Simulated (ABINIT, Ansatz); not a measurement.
# CdF2 (Fm-3m): G0W0 on several meshes in ABINIT

Wanted: mesh dependence and cost of G0W0 for CdF2 (Fm-3m).

Method: PBE and many-body steps on it, plane waves, in ABINIT 10.8.3.

**1. The structure**

The structure is cubic, space group Fm-3m (No. 225). Conventional cell: a = 5.388 Å, b = 5.388 Å, c = 5.388 Å, α = 90.00°, β = 90.00°, γ = 90.00°. Cd has 8 F at 2.33 Å nearest. Nearest to F lie 4 Cd at 2.33 Å. Farther neighbours and most contacts between anions are not listed.

As a file:

```cif
data_structure
_symmetry_space_group_name_H-M 'Fm-3m'
_symmetry_Int_Tables_number 225
_cell_length_a 5.3880
_cell_length_b 5.3880
_cell_length_c 5.3880
_cell_angle_alpha 90.000
_cell_angle_beta 90.000
_cell_angle_gamma 90.000
_cell_volume 156.42
loop_
_atom_site_label
_atom_site_type_symbol
_atom_site_symmetry_multiplicity
_atom_site_Wyckoff_symbol
_atom_site_fract_x
_atom_site_fract_y
_atom_site_fract_z
_atom_site_occupancy
Cd1 Cd 4 a 0.00000 0.00000 0.00000 1
F1 F 8 c 0.25000 0.75000 0.75000 1
```

The cell and positions come from the Crystallography Open Database and are kept as given unless a step says otherwise.

**2. Empty states on the mesh, 6×6×6 mesh, 276 bands**

This step: ABINIT 10.8.3; DFT, PBE, plane waves, norm-conserving pseudopotentials.

The sums over transitions need many empty states on a uniform mesh; this step solves for them.

The input, run.abi:

```
acell 3*1.0 Angstrom
rprim 
  0.000000000000 2.694000000000 2.694000000000
  2.694000000000 -0.000000000000 2.694000000000
  2.694000000000 2.694000000000 -0.000000000000
ntypat 2
znucl 48 9
natom 3
typat 1 2 2
xred 
  0.000000000000 0.000000000000 0.000000000000
  0.250000000000 0.250000000000 0.250000000000
  0.750000000000 0.750000000000 0.750000000000
pp_dirpath "pseudos"
pseudos "Cd.upf, F.upf"
ecut 47
ngkpt 6 6 6
nshiftk 1
shiftk 0 0 0
kptopt 1
chksymbreak 0
irdden 1
istwfk *1
nband 276
prtvol 0
optdriver 6
gwr_task "HDIAGO"
paral_kgb 0
occopt 1
indata_prefix "in"
outdata_prefix "out"
tmpdata_prefix "tmp"
```

Command:

```
> OMP_NUM_THREADS=1 mpirun -n 8 abinit run.abi > log
```

Log:

```text
.Version 10.8.3 of ABINIT. v10.8.2 released Aug 2026.

 Symmetries : space group Fm -3 m (#225); Bravais cF (face-center cubic)
[... echo of the input left out ...]
== DATASET  1 ==================================================================
-   mpi_nproc: 8, omp_nthreads: 1 (-1 if OMP is not activated)

--- !DatasetInfo
iteration_state: {dtset: 1, }
dimensions: {natom: 3, nkpt: 16, mband: 276, nsppol: 1, nspinor: 1, nspden: 1, mpw: 4092, }
cutoff_energies: {ecut:  47.0, pawecutdg:  -1.0, }
[...]
Indirect band gap semiconductor
 Fundamental gap:     3.143 (eV)
   VBM:     3.116 (eV) at k: [-3.3333E-01,  5.0000E-01,  1.6667E-01]
   CBM:     6.259 (eV) at k: [ 0.0000E+00,  0.0000E+00,  0.0000E+00]
 Direct gap:         3.619 (eV) at k: [ 0.0000E+00,  0.0000E+00,  0.0000E+00]

== END DATASET(S) ==============================================================
================================================================================

 -outvars: echo values of variables after computation  --------
           etotal      0.0000000000E+00
            nband         276
             nkpt          16
          spgroup         225
 [... the other variables as echoed above ...]

 Calculation completed.
```

Run time: 86 s. Hardware: 8 MPI ranks of Arm Neoverse V2, shared host; peak memory 7.6 GiB; 11 min of CPU time.

Numbers from this step:

```
gap                                                           : 3.143 eV
k of the valence top                                          : -0.3333, 0.5, 0.1667
k of the conduction bottom                                    : 0, 0, 0
least direct gap                                              : 3.619 eV
k points computed                                             : 16
lowest point of the top converged band, above the valence top : 189.8734 eV
```

On this mesh the gap is 3.143 eV.

The density comes from a self-consistent run that is not shown.

**3. Screening, 6×6×6 mesh, 119 bands, screening to 176.9 eV**

The RPA dielectric matrix is built and inverted for each q.

This step: RPA screening on PBE, plane waves, norm-conserving pseudopotentials.

Changes to run.abi since step 2:

```diff
@@ -21,10 +21,11 @@
 chksymbreak 0
-irdden 1
 istwfk *1
-nband 276
-prtvol 0
-optdriver 6
-gwr_task "HDIAGO"
-paral_kgb 0
 occopt 1
+irdwfk 1
+optdriver 3
+nband 119
+ecuteps 6.5
+inclvkb 2
+awtr 1
+symchi 1
 indata_prefix "in"
```

Log:

```text
.Version 10.8.3 of ABINIT. v10.8.2 released Aug 2026.

 Symmetries : space group Fm -3 m (#225); Bravais cF (face-center cubic)
[... echo of the input left out ...]
== DATASET  1 ==================================================================
-   mpi_nproc: 8, omp_nthreads: 1 (-1 if OMP is not activated)

--- !DatasetInfo
iteration_state: {dtset: 1, }
dimensions: {natom: 3, nkpt: 16, mband: 119, nsppol: 1, nspinor: 1, nspden: 1, mpw: 4092, }
cutoff_energies: {ecut:  47.0, pawecutdg:  -1.0, }
electrons: {nelect:   3.40000000E+01, charge:   0.00000000E+00, occopt:   1.00000000E+00, tsmear:   1.00000000E-02, }

 SCREENING: Calculation of the susceptibility and dielectric matrices

 Based on a program developped by R.W. Godby, V. Olevano, G. Onida, and L. Reining.
 Incorporated in ABINIT by V. Olevano, G.-M. Rignanese, and M. Torrent.
.Using double precision arithmetic ; gwpc =  8

[... cell and pseudopotentials left out ...]
--------------------------------------------------------------------------------

 ==== K-mesh for the wavefunctions ====
 Number of points in the irreducible wedge :    16
[... list of points left out ...]
 Together with 48 symmetry operations and time-reversal symmetry
 yields   216 points in the full Brillouin Zone.

 ==== Q-mesh for the screening function ====
 Number of points in the irreducible wedge :    16
[... list of points left out ...]
 Together with 48 symmetry operations and time-reversal symmetry
 yields   216 points in the full Brillouin Zone.

 setmesh: FFT mesh size selected  =    32x   32x   32
          total number of points  =        32768

 vcoul_init : cutoff-mode = AUXILIARY_FUNCTION
 q-points for optical limit:   1
     1)      0.000010    0.000020    0.000030

- screening: taking advantage of time-reversal symmetry
- Maximum band index for partially occupied states nbvw = 17
- Remaining bands to be divided among processors   nbcw = 102
- Number of bands treated by each node ~12

 Number of electrons calculated from density =   34.0000; Expected =   34.0000
 average of density, n =  0.128843
 r_s =    1.2282
 omega_plasma =   34.6246 [eV]

 calculating chi0 at frequencies [eV] :
  1    0.000000E+00    0.000000E+00
  2    0.000000E+00    3.462465E+01

--------------------------------------------------------------------------------
  q-point number  1        q = ( 0.000000, 0.000000, 0.000000) [r.l.u.]
--------------------------------------------------------------------------------
[... chi0 elements left out ...]
 For q-point:  0.000010 0.000020 0.000030
  dielectric constant =   2.7379
  dielectric constant without local fields =   2.9011

  Average fulfillment of the sum rule on Im[epsilon] for q-point    1 :     64.45  [%]
[... wings left out ...]
  q-point number  2        q = ( 0.166667, 0.000000, 0.000000) [r.l.u.]
--------------------------------------------------------------------------------
[... chi0 elements left out ...]
  Average fulfillment of the sum rule on Im[epsilon] for q-point    2 :     80.70  [%]

 [... 14 further q-points ...]
```

Elapsed: 2 min, on 8 MPI ranks; peak memory 3.2 GiB; 16 min of CPU time.

This step gave:

```
ε∞ with local fields, on this mesh, along the program's q direction : 2.738
the same without local fields                                       : 2.901
plasma frequency                                                    : 34.62 eV
plane waves in the screening matrix                                 : 181
```

Local fields lower ε∞ by 6 %.

**4. 6×6×6**

The self-energy is evaluated for the states that the input lists, and the levels follow from it, in one-shot runs by the linearised quasiparticle equation.

This step: G0W0 on PBE, plane waves, norm-conserving pseudopotentials.

Changes to run.abi since step 3:

```diff
@@ -24,8 +24,17 @@
 irdwfk 1
-optdriver 3
+optdriver 4
 nband 119
+gwcalctyp 0
+ecutsigx 47
+symsigma 1
+nkptgw 2
+kptgw 
+  -0.3333333333 0.5000000000 0.1666666667
+  0.0000000000 0.0000000000 0.0000000000
+bdgw 
+  16 19
+  15 21
 ecuteps 6.5
-inclvkb 2
-awtr 1
-symchi 1
+irdscr 1
+ppmodel 1
 indata_prefix "in"
```

Log:

```text
.Version 10.8.3 of ABINIT. v10.8.2 released Aug 2026.

 Symmetries : space group Fm -3 m (#225); Bravais cF (face-center cubic)
[... echo of the input left out ...]
== DATASET  1 ==================================================================
-   mpi_nproc: 8, omp_nthreads: 1 (-1 if OMP is not activated)

--- !DatasetInfo
iteration_state: {dtset: 1, }
dimensions: {natom: 3, nkpt: 16, mband: 119, nsppol: 1, nspinor: 1, nspden: 1, mpw: 4092, }
cutoff_energies: {ecut:  47.0, pawecutdg:  -1.0, }
electrons: {nelect:   3.40000000E+01, charge:   0.00000000E+00, occopt:   1.00000000E+00, tsmear:   1.00000000E-02, }

 SIGMA: Calculation of the GW corrections

 Based on a program developped by R.W. Godby, V. Olevano, G. Onida, and L. Reining.
 Incorporated in ABINIT by V. Olevano, G.-M. Rignanese, and M. Torrent.
.Using double precision arithmetic ; gwpc =  8

[... cell and pseudopotentials left out ...]
--------------------------------------------------------------------------------

 ==== K-mesh for the wavefunctions ====
 Number of points in the irreducible wedge :    16
[... list of points left out ...]
 Together with 48 symmetry operations and time-reversal symmetry
 yields   216 points in the full Brillouin Zone.

 ==== Q-mesh for screening function ====
 Number of points in the irreducible wedge :    16
[... list of points left out ...]
 Together with 48 symmetry operations and time-reversal symmetry
 yields   216 points in the full Brillouin Zone.

 vcoul_init : cutoff-mode = AUXILIARY_FUNCTION
 q-points for optical limit:   1
     1)      0.000010    0.000020    0.000030
 setmesh: FFT mesh size selected  =    45x   45x   45
          total number of points  =        91125

 Number of electrons calculated from density =   34.0000; Expected =   34.0000
 average of density, n =  0.128843
 r_s =    1.2282
 omega_plasma =   34.6246 [eV]

 === KS Band Gaps ===
  >>>> For spin  1
   Minimum direct gap =   3.6194 [eV], located at k-point      :   0.0000  0.0000  0.0000
   Fundamental gap    =   3.1435 [eV], Top of valence bands at :  -0.3333  0.5000  0.1667
                                       Bottom of conduction at :   0.0000  0.0000  0.0000
 SIGMA fundamental parameters:
 PLASMON POLE MODEL  1
 number of plane-waves for SigmaX                 4015
 number of plane-waves for SigmaC and W            181
 number of plane-waves for wavefunctions          4015
 number of bands                                   119
 number of independent spin polarizations            1
 number of spinorial components                      1
 number of k-points in IBZ                          16
 number of q-points in IBZ                          16
 number of symmetry operations                      48
 number of k-points in BZ                          216
 number of q-points in BZ                          216
 number of frequencies for dSigma/dE                 9
 frequency step for dSigma/dE [eV]                0.25
 number of omega for Sigma on real axis              0
 max omega for Sigma on real axis  [eV]           0.00
 zcut for avoiding poles [eV]                     0.10

 EPSILON^-1 parameters (SCR file):
 dimension of the eps^-1 matrix on file            181
 dimension of the eps^-1 matrix used               181
 number of plane-waves for wavefunctions          4015
 number of bands                                   119
 number of q-points in IBZ                          16
 number of frequencies                               2
 number of real frequencies                          1
 number of imag frequencies                          1

 matrix elements of self-energy operator (all in [eV])

 Perturbative Calculation

--- !SelfEnergy_ee
iteration_state: {dtset: 1, }
kpoint     : [  -0.333,    0.500,    0.167, ]
spin       : 1
KS_gap     :    8.104
QP_gap     :   11.365
Delta_QP_KS:    3.261
data: !SigmaeeData |
     Band     E0 <VxcDFT>   SigX SigC(E0)      Z dSigC/dE  Sig(E)    E-E0       E
       16   2.556 -23.170 -30.675   5.736   0.793  -0.261 -24.573  -1.403   1.154
       17   3.116 -24.363 -31.626   5.549   0.803  -0.245 -25.739  -1.376   1.739
       18  11.220 -16.654 -10.660  -3.790   0.855  -0.170 -14.770   1.884  13.104
       19  13.841 -12.430  -7.075  -3.990   0.866  -0.155 -11.248   1.182  15.023

--- !SelfEnergy_ee
iteration_state: {dtset: 1, }
kpoint     : [   0.000,    0.000,    0.000, ]
spin       : 1
KS_gap     :    3.619
QP_gap     :    6.079
Delta_QP_KS:    2.459
data: !SigmaeeData |
     Band     E0 <VxcDFT>   SigX SigC(E0)      Z dSigC/dE  Sig(E)    E-E0       E
       15   2.640 -24.993 -32.399   5.400   0.816  -0.226 -26.630  -1.637   1.003
       16   2.640 -24.993 -32.399   5.400   0.816  -0.226 -26.630  -1.637   1.003
       17   2.640 -24.993 -32.399   5.400   0.816  -0.226 -26.630  -1.637   1.003
       18   6.259 -12.403  -8.016  -3.447   0.875  -0.143 -11.581   0.823   7.082
       19  15.876 -10.203  -4.681  -4.287   0.877  -0.140  -9.120   1.083  16.958
       20  15.876 -10.203  -4.681  -4.287   0.877  -0.140  -9.120   1.083  16.958
       21  15.876 -10.203  -4.681  -4.287   0.877  -0.140  -9.120   1.083  16.958

== END DATASET(S) ==============================================================
================================================================================

 -outvars: echo values of variables after computation  --------
           etotal      0.0000000000E+00
            nband         119
             nkpt          16
          spgroup         225
 [... the other variables as echoed above ...]

 Calculation completed.
```

It took 13 s on 8 MPI ranks; peak memory 2.5 GiB; 99 s of CPU time.

Numbers from this step:

```yaml
g0w0_gap_on_the_points_computed: 5.343 eV
starting_gap_on_the_mesh: 3.143 eV
k_of_the_valence_top: -0.3333, 0.5, 0.1667
k_of_the_conduction_bottom: 0, 0, 0
z_at_the_valence_top: 0.803
z_at_the_conduction_bottom: 0.875
least_direct_g0w0_gap_on_the_computed_points: 6.079 eV
```

The gap on the mesh goes from 3.14 eV to 5.34 eV, a correction of +2.20 eV.

**5. Empty states on the mesh, 4×4×4 mesh, 127 bands**

This step: DFT, PBE, plane waves, norm-conserving pseudopotentials.

Changes to run.abi since step 4:

```diff
@@ -16,3 +16,3 @@
 ecut 47
-ngkpt 6 6 6
+ngkpt 4 4 4
 nshiftk 1
@@ -21,20 +21,10 @@
 chksymbreak 0
+irdden 1
 istwfk *1
+nband 127
+prtvol 0
+optdriver 6
+gwr_task "HDIAGO"
+paral_kgb 0
 occopt 1
-irdwfk 1
-optdriver 4
-nband 119
-gwcalctyp 0
-ecutsigx 47
-symsigma 1
-nkptgw 2
-kptgw 
-  -0.3333333333 0.5000000000 0.1666666667
-  0.0000000000 0.0000000000 0.0000000000
-bdgw 
-  16 19
-  15 21
-ecuteps 6.5
-irdscr 1
-ppmodel 1
 indata_prefix "in"
```

Log:

```text
[banner, memory and clock lines left out]
.Version 10.8.3 of ABINIT. v10.8.2 released Aug 2026.

 Symmetries : space group Fm -3 m (#225); Bravais cF (face-center cubic)
[... echo of the input left out ...]
== DATASET  1 ==================================================================
-   mpi_nproc: 8, omp_nthreads: 1 (-1 if OMP is not activated)

--- !DatasetInfo
iteration_state: {dtset: 1, }
dimensions: {natom: 3, nkpt: 8, mband: 127, nsppol: 1, nspinor: 1, nspden: 1, mpw: 4092, }
cutoff_energies: {ecut:  47.0, pawecutdg:  -1.0, }
[...]
Integrated=    3.4000E+01

 === KS gaps after direct diagonalization ===
 Indirect band gap semiconductor
 Fundamental gap:     3.124 (eV)
   VBM:     3.135 (eV) at k: [-2.5000E-01,  5.0000E-01,  2.5000E-01]
   CBM:     6.259 (eV) at k: [ 0.0000E+00,  0.0000E+00,  0.0000E+00]
 Direct gap:         3.619 (eV) at k: [ 0.0000E+00,  0.0000E+00,  0.0000E+00]

== END DATASET(S) ==============================================================

 -outvars: echo values of variables after computation  --------
           etotal      0.0000000000E+00
            nband         127
             nkpt           8
          spgroup         225
 [... the other variables as echoed above ...]

 Calculation completed.
```

The job ended after 43 s (8 MPI ranks; peak memory 7.5 GiB; 5.7 min of CPU time).

This step gave:

* gap: 3.124 eV
* k of the valence top: -0.25, 0.5, 0.25
* k of the conduction bottom: 0, 0, 0
* least direct gap: 3.619 eV
* k points computed: 8
* lowest point of the top converged band, above the valence top: 100.8199 eV

On this mesh the gap is 3.124 eV.

**6. Screening, 4×4×4 mesh, 119 bands, screening to 176.9 eV**

This step: RPA screening on PBE, plane waves, norm-conserving pseudopotentials.

Changes to run.abi since step 5:

```diff
@@ -21,10 +21,11 @@
 chksymbreak 0
-irdden 1
 istwfk *1
-nband 127
-prtvol 0
-optdriver 6
-gwr_task "HDIAGO"
-paral_kgb 0
 occopt 1
+irdwfk 1
+optdriver 3
+nband 119
+ecuteps 6.5
+inclvkb 2
+awtr 1
+symchi 1
 indata_prefix "in"
```

Log:

```text
.Version 10.8.3 of ABINIT. v10.8.2 released Aug 2026.

 Symmetries : space group Fm -3 m (#225); Bravais cF (face-center cubic)
[... echo of the input left out ...]
== DATASET  1 ==================================================================
-   mpi_nproc: 8, omp_nthreads: 1 (-1 if OMP is not activated)

--- !DatasetInfo
iteration_state: {dtset: 1, }
dimensions: {natom: 3, nkpt: 8, mband: 119, nsppol: 1, nspinor: 1, nspden: 1, mpw: 4092, }
cutoff_energies: {ecut:  47.0, pawecutdg:  -1.0, }
electrons: {nelect:   3.40000000E+01, charge:   0.00000000E+00, occopt:   1.00000000E+00, tsmear:   1.00000000E-02, }

 SCREENING: Calculation of the susceptibility and dielectric matrices

 Based on a program developped by R.W. Godby, V. Olevano, G. Onida, and L. Reining.
 Incorporated in ABINIT by V. Olevano, G.-M. Rignanese, and M. Torrent.
.Using double precision arithmetic ; gwpc =  8

[... cell and pseudopotentials left out ...]
--------------------------------------------------------------------------------

 ==== K-mesh for the wavefunctions ====
 Number of points in the irreducible wedge :     8
[... list of points left out ...]
 Together with 48 symmetry operations and time-reversal symmetry
 yields    64 points in the full Brillouin Zone.

 ==== Q-mesh for the screening function ====
 Number of points in the irreducible wedge :     8
[... list of points left out ...]
 Together with 48 symmetry operations and time-reversal symmetry
 yields    64 points in the full Brillouin Zone.

 setmesh: FFT mesh size selected  =    32x   32x   32
          total number of points  =        32768

 vcoul_init : cutoff-mode = AUXILIARY_FUNCTION
 q-points for optical limit:   1
     1)      0.000010    0.000020    0.000030

- screening: taking advantage of time-reversal symmetry
- Maximum band index for partially occupied states nbvw = 17
- Remaining bands to be divided among processors   nbcw = 102
- Number of bands treated by each node ~12

 Number of electrons calculated from density =   34.0000; Expected =   34.0000
 average of density, n =  0.128843
 r_s =    1.2282
 omega_plasma =   34.6246 [eV]

 calculating chi0 at frequencies [eV] :
  1    0.000000E+00    0.000000E+00
  2    0.000000E+00    3.462465E+01

--------------------------------------------------------------------------------
  q-point number  1        q = ( 0.000000, 0.000000, 0.000000) [r.l.u.]
--------------------------------------------------------------------------------
[... chi0 elements left out ...]
 For q-point:  0.000010 0.000020 0.000030
  dielectric constant =   2.7526
  dielectric constant without local fields =   2.9159

  Average fulfillment of the sum rule on Im[epsilon] for q-point    1 :     64.44  [%]
[... wings left out ...]
  q-point number  2        q = ( 0.250000, 0.000000, 0.000000) [r.l.u.]
--------------------------------------------------------------------------------
[... chi0 elements left out ...]
  Average fulfillment of the sum rule on Im[epsilon] for q-point    2 :     77.05  [%]

 [... 6 further q-points ...]
```

Run time: 19 s. Hardware: 8 MPI ranks; peak memory 1.9 GiB.

Numbers from this step:

```yaml
eps_infinity_with_local_fields_on_this_mesh_along_the_program_s_q_direction: 2.753
the_same_without_local_fields: 2.916
plasma_frequency: 34.62 eV
plane_waves_in_the_screening_matrix: 181
```

(Continued in part 2 of 2.)

[Paths, hosts, dates, memory and timing lines, banners, echoed tables and standing remarks are left out of the program output.]

[Logs are printed without paths, hosts, clocks, repeated set-up lines and the standing remarks that a program may print on its own settings, such as how far it seeks lower states.]

[Runs of the session that timed out or met a known fault of the program may be left out.]

[Hosts, paths, dates, database ids (printed as entryN), source tags and the programs' standing remarks are cut or masked in the printed files.]

[G0W0 gaps are taken among the corrected bands and points alone; a level outside them can change the order at an edge.]

[Where Ansatz stands beside ABINIT at settings called matched, ABINIT's density can come from a denser mesh and the files from another edition; pairs whose starting gaps differed by over 0.03 eV were left out, so agreement reads better than it is.]
